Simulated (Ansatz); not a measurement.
# TcSn (hypothetical, Pm-3m): phonons against volume, part 2 of 5

Which modes of TcSn (hypothetical) drive its thermal expansion? The crystal structure is hypothetical: it was made by swapping elements on a known structure type.

Ansatz 0.2.0; DFT PBEsol, scalar-relativistic, plane waves, PAW.

So far. Step 2 (A first coarse run): The start is under 89 GPa at this level and looks like a metal on this mesh.

### Step 4. Finding the static equilibrium

The vibrations must be taken about the equilibrium of this functional, not about the starting cell, so the structure is relaxed.

File input.yaml:

```yaml
crystal:
  lattice:
    - [3.2195805926, 0.0, 0.0]
    - [0.0, 3.2195805926, 0.0]
    - [0.0, 0.0, 3.2195805926]
  atoms:
    - { symbol: Sn, position: [0.0, 0.0, 0.0] }
    - { symbol: Tc, position: [0.5, 0.5, 0.5] }
kpoints:
  mp_grid: { grid: [14, 14, 14] }
hamiltonian:
  xc: pbesol
scf:
  occupations: { method: gaussian, width: 0.1 }
output:
  forces: true
  stress: true
  eigenvalues: true
  write_density: true
  write_potential: true
  elf: true
  volumetric_format: npy
relax:
  adjacent_minimum: "off"
  f_tol: 0.005
  max_steps: 80
  cell: { stress_tol: 0.05 }
```

The run is started by

```console
$ ansatz run input.yaml --threads 4 --pin off --max-ram 8192MiB --backend cpu --events-out ev --progress --plain --runs-dir out
```

Numbers of over 12 decimals in the logs are rounded to 6 here.

Output:

```text
[...]
Crystal: 2 atoms, lattice volume = 33.373 Å³
Basis set: ecut = 500 eV, 847 PW (Γ), exchange–correlation on 48×48×48 points (8 copies of the dense FFT grid, shifted against one another)
Bands: 19, of which v1, the nominal top of the filled ones, is band 15 counted from 1 (14 counted from 0)
Symmetry: 48 space group operations
[...]
k-points: 120 of 2744
[...]
SCF iter   1: F=—  HF=-11287.746559 eV  |F-HF|=—  |Δ(HF+E_count)|=         —  Δρ=5.76e-2  dr2=2.05e0  ethr=3.10e-3  ⟨swp⟩=5.1  Hψ=10562  notcnv=0
[...]
SCF iter   7: F=-11287.161555 eV  HF=-11287.161555 eV  |F-HF|=4.85e-9  |Δ(HF+E_count)|=   3.09e-8  Δρ=3.92e-6  dr2=5.90e-9  ethr=3.45e-10  ⟨swp⟩=7.0  Hψ=14095  notcnv=0
SCF 1 converged in 7 iterations: F = -11287.161555 eV  dr2 = 5.90e-9
[...]
relax step   1: F+E_penalty+E_count = -11287.16155469 eV  Δ(F+E_penalty+E_count) = +0.000e0 eV  max|allowed force component| = 1.946e-29 eV/Å  Δτ_max = 0.0000 Å  P = +0.379 GPa  Ω = 33.373 Å³  (7 SCF iters, dr2 threshold 1.00e-7 eV, accepted)
Crystal: 2 atoms, lattice volume = 33.571 Å³
[...]
SCF iter   6: F=-11287.161306 eV  HF=-11287.161306 eV  |F-HF|=5.46e-12  |Δ(HF+E_count)|=  7.28e-12  Δρ=6.51e-8  dr2=1.42e-12  ethr=1.00e-12  ⟨swp⟩=4.5  Hψ=9330  notcnv=0
SCF 2 converged in 6 iterations: F = -11287.161306 eV  dr2 = 1.42e-12
relax step   2: F+E_penalty+E_count = -11287.16130559 eV  Δ(F+E_penalty+E_count) = +2.491e-4 eV  max|allowed force component| = 5.588e-31 eV/Å  Δτ_max = 0.0000 Å  P = -0.725 GPa  Ω = 33.571 Å³  energy of the carried Pulay correction = -3.170e-5 eV  (6 SCF iters, dr2 threshold 2.00e-7 eV, rejected (line search))
Crystal: 2 atoms, lattice volume = 33.441 Å³
[...]
SCF iter   6: F=-11287.161623 eV  HF=-11287.161623 eV  |F-HF|=1.82e-12  |Δ(HF+E_count)|=  3.64e-12  Δρ=4.10e-8  dr2=5.47e-13  ethr=1.00e-12  ⟨swp⟩=4.1  Hψ=9216  notcnv=0
SCF 3 converged in 6 iterations: F = -11287.161623 eV  dr2 = 5.47e-13
relax step   3: F+E_penalty+E_count = -11287.16162315 eV  Δ(F+E_penalty+E_count) = -6.846e-5 eV  max|allowed force component| = 7.560e-30 eV/Å  Δτ_max = 0.0000 Å  P = -0.003 GPa  Ω = 33.441 Å³  energy of the carried Pulay correction = -1.087e-5 eV  (6 SCF iters, accepted)
[...]
SCF iter   7: F=-11287.161636 eV  HF=-11287.161636 eV  |F-HF|=3.64e-12  |Δ(HF+E_count)|=  3.64e-12  Δρ=1.41e-10  dr2=5.54e-18  ethr=1.00e-12  ⟨swp⟩=2.2  Hψ=5770  notcnv=0
SCF 4 converged in 7 iterations: F = -11287.161636 eV  dr2 = 5.54e-18
relax step   4: F+E_penalty+E_count = -11287.16163578 eV  Δ(F+E_penalty+E_count) = -1.263e-5 eV  max|allowed force component| = 7.560e-30 eV/Å  Δτ_max = 0.0000 Å  P = -0.002 GPa  Ω = 33.441 Å³  stress off target by 2.22e-3 GPa  SCF on the basis re-selected at this cell (its energy is not comparable with the rows above)  (7 SCF iters)
[...]
SCF converged after 7 iterations
Free energy (F): -11287.161636 eV
[...]
Internal energy: -11287.150315 eV  (E = F + TS)
E sigma→0 (E₀):  -11287.155975 eV
Entropy (-TS):   -0.011321 eV (-5.661 meV/atom)
Fermi energy:    18.684958 eV
[...]
--- Stress (GPa, compression-positive) ---
       -0.002216       0.000000      -0.000000
        0.000000      -0.002216      -0.000000
       -0.000000      -0.000000      -0.002216
  P = ⅓ Tr σ = -0.0022 GPa (-0.022 kbar)
--- Band table (eV; the first three rows and the last of 120) ---
  k-point 0: bands = [... 11 lower, 15.8969, 19.0837, 19.0837, 19.0837, 21.8429, 21.8429, 21.8429, 28.2857]
  k-point 1: bands = [... 11 lower, 15.9104, 18.8643, 18.8643, 19.0816, 21.4553, 22.1523, 22.1523, 28.5871]
  k-point 2: bands = [... 11 lower, 15.9486, 18.3936, 18.3936, 19.0756, 20.6719, 22.8946, 22.8946, 28.8898]
  k-point 119: bands = [... 11 lower, 13.6509, 15.7501, 20.2814, 20.2814, 22.5100, 22.5100, 22.5100, 25.0652]
--- Relaxed structure (3 steps of the walk, 2 accepted, 1 SCFs on fresh bases) ---
[...]
cell:  # Å, volume = 33.4409 Å³
    - [3.221757, 0, 0.0]
    - [0.0, 3.221757, 0.0]
    - [0, 0.0, 3.221757]
  atoms:
    - { symbol: Sn, position: [0, 0, 0] }
    - { symbol: Tc, position: [0.5, 0.5, 0.5] }
```

Wall time 4.7 s (4 threads of Arm Neoverse V2, shared host); peak memory 0.41 GiB; 17 s of CPU time.

Little changed from the start: no atom moved by 0.005 Å and no cell edge by 0.1 %.

Numbers from this step:

```yaml
pressure: -0.002216 GPa
volume_per_atom: 16.72 Å³
```

ELF in the ac plane at fractional y = 0.500, with atoms of Tc within 0.2 Å of it. It is the smooth field of the valence electrons, not physical close to the nuclei.

Ten even steps from '_' (0.21) to '@' (0.75):
```
__................................
..........________________........
......________________________....
::....______..--------..______....
::..______::**##%%%%##**::______..
::..____..**@@@@@@@@@@@@**..____..
::..____--##@@@@****@@@@##--____..
::..____--%%@@**____**@@%%--____..
::..____--%%@@**____**@@%%--____..
::..____--##@@@@****@@@@##--____..
::..____..**@@@@@@@@@@@@**..____..
::..______::**##%%%%##**::______..
::....______..--------..______....
......________________________....
..........________________........
__................................
____....::::::::::::::::::::....__
```
Columns run along a (3.2 Å), rows up along c (3.2 Å). Atoms in or near the plane, at fractional coordinates: Tc at (0.50, 0.50).

Electrostatic potential energy in the ac plane at fractional y = 0.500, with atoms of Tc within 0.2 Å of it. With pseudopotentials it is smooth inside the atoms' cores, unlike the true potential.

Ten even steps from '_' (-127 eV) to '@' (20 eV):
```
@@@@@@@@@@@@@@@@@@@@@@@@@@@@@@@@@@
@@@@@@@@@@@@@@@@@@@@@@@@@@@@@@@@@@
@@@@@@@@@@@@@@@@@@@@@@@@@@@@@@@@@@
@@@@@@@@@@@@@@%%%%%%%%@@@@@@@@@@@@
@@@@@@@@@@%%%%********%%%%@@@@@@@@
@@@@@@@@@@%%**==::::==**%%@@@@@@@@
@@@@@@@@%%**==..____..==**%%@@@@@@
@@@@@@@@%%**::________::**%%@@@@@@
@@@@@@@@%%**::________::**%%@@@@@@
@@@@@@@@%%**==..____..==**%%@@@@@@
@@@@@@@@@@%%**==::::==**%%@@@@@@@@
@@@@@@@@@@%%%%********%%%%@@@@@@@@
@@@@@@@@@@@@@@%%%%%%%%@@@@@@@@@@@@
@@@@@@@@@@@@@@@@@@@@@@@@@@@@@@@@@@
@@@@@@@@@@@@@@@@@@@@@@@@@@@@@@@@@@
@@@@@@@@@@@@@@@@@@@@@@@@@@@@@@@@@@
@@@@@@@@@@@@@@@@@@@@@@@@@@@@@@@@@@
```
Columns run along a (3.2 Å; values clipped at the 3rd and 97th percentile), rows up along c (3.2 Å). Atoms in or near the plane, at fractional coordinates: Tc at (0.50, 0.50).

Valence density in the ac plane at fractional y = 0.500, with atoms of Tc within 0.2 Å of it. It is the smooth field of the valence electrons, not physical close to the nuclei.

Ten even steps from '_' (0.2 e/Å³) to '@' (7.5 e/Å³):
```
__________________________________
__________________________________
__________________________________
______________........____________
____________..--====--..__________
__________..==**####**==..________
________..--**@@@@@@@@**--..______
________..==##@@%%%%@@##==..______
________..==##@@%%%%@@##==..______
________..--**@@@@@@@@**--..______
__________..==**####**==..________
____________..--====--..__________
______________........____________
__________________________________
__________________________________
__________________________________
__________________________________
```
Columns run along a (3.2 Å), rows up along c (3.2 Å). Atoms in or near the plane, at fractional coordinates: Tc at (0.50, 0.50).

### Step 5. Relaxing to small residual forces and stress

The thresholds are tightened for a last relaxation ahead of the phonons, and where mesh or smearing change with them the cell follows.

File input.yaml:

```yaml
crystal:
  lattice:
    - [3.2217568245, 0.0, 0.0]
    - [0.0, 3.2217568245, 0.0]
    - [0.0, 0.0, 3.2217568245]
  atoms:
    - { symbol: Sn, position: [0.0, 0.0, 0.0] }
    - { symbol: Tc, position: [0.5, 0.5, 0.5] }
kpoints:
  mp_grid: { grid: [16, 16, 16] }
hamiltonian:
  xc: pbesol
scf:
  occupations: { method: methfessel_paxton, width: 0.2 }
output:
  forces: true
  stress: true
  eigenvalues: true
relax:
  adjacent_minimum: "off"
  f_tol: 0.001
  max_steps: 60
  cell: { stress_tol: 0.01 }
```

Output:

```text
[...]
Crystal: 2 atoms, lattice volume = 33.441 Å³
Basis set: ecut = 500 eV, 847 PW (Γ), exchange–correlation on 48×48×48 points (8 copies of the dense FFT grid, shifted against one another)
Bands: 19, of which v1, the nominal top of the filled ones, is band 15 counted from 1 (14 counted from 0)
Symmetry: 48 space group operations
[...]
k-points: 165 of 4096
[...]
k-point 164: bands = [... 11 lower, 13.6597, 15.7625, 20.2961, 20.2961, 22.5240, 22.5240, 22.5240, 25.0812]
--- Relaxed structure (3 steps of the walk, 2 accepted, 1 SCFs on fresh bases) ---
[...]
cell:  # Å, volume = 33.4231 Å³
    - [3.221186, 0.0, 0.0]
    - [0.0, 3.221186, 0.0]
    - [0.0, 0.0, 3.221186]
  atoms:
    - { symbol: Sn, position: [0, 0.0, 0] }
    - { symbol: Tc, position: [0.5, 0.5, 0.5] }
[key lines of the parts left out:]
SCF converged after 4 iterations
Free energy (F): -11287.160452 eV
Fermi energy:    18.691649 eV
P = ⅓ Tr σ = -0.0005 GPa (-0.005 kbar)
```

The job ended after 5.7 s (4 threads; peak memory 0.44 GiB; 21 s of CPU time).

Little changed from the start: no atom moved by 0.005 Å and no cell edge by 0.1 %.

Numbers from this step:

| Quantity | Value |
| --- | --- |
| pressure | -4.87e-4 GPa |
| volume per atom | 16.71 Å³ |

The residual pressure is -4.9e-4 GPa, small enough for phonons.

(Part 2 of 5 ends here.)

[Logs are printed without paths, hosts, clocks, repeated set-up lines and the standing remarks that a program may print on its own settings, such as how far it seeks lower states.]

[Hosts, paths, dates, database ids (printed as entryN), source tags and the programs' standing remarks are cut or masked in the printed files.]

[A step with changed settings may run another functional than the one named; its input shows which.]


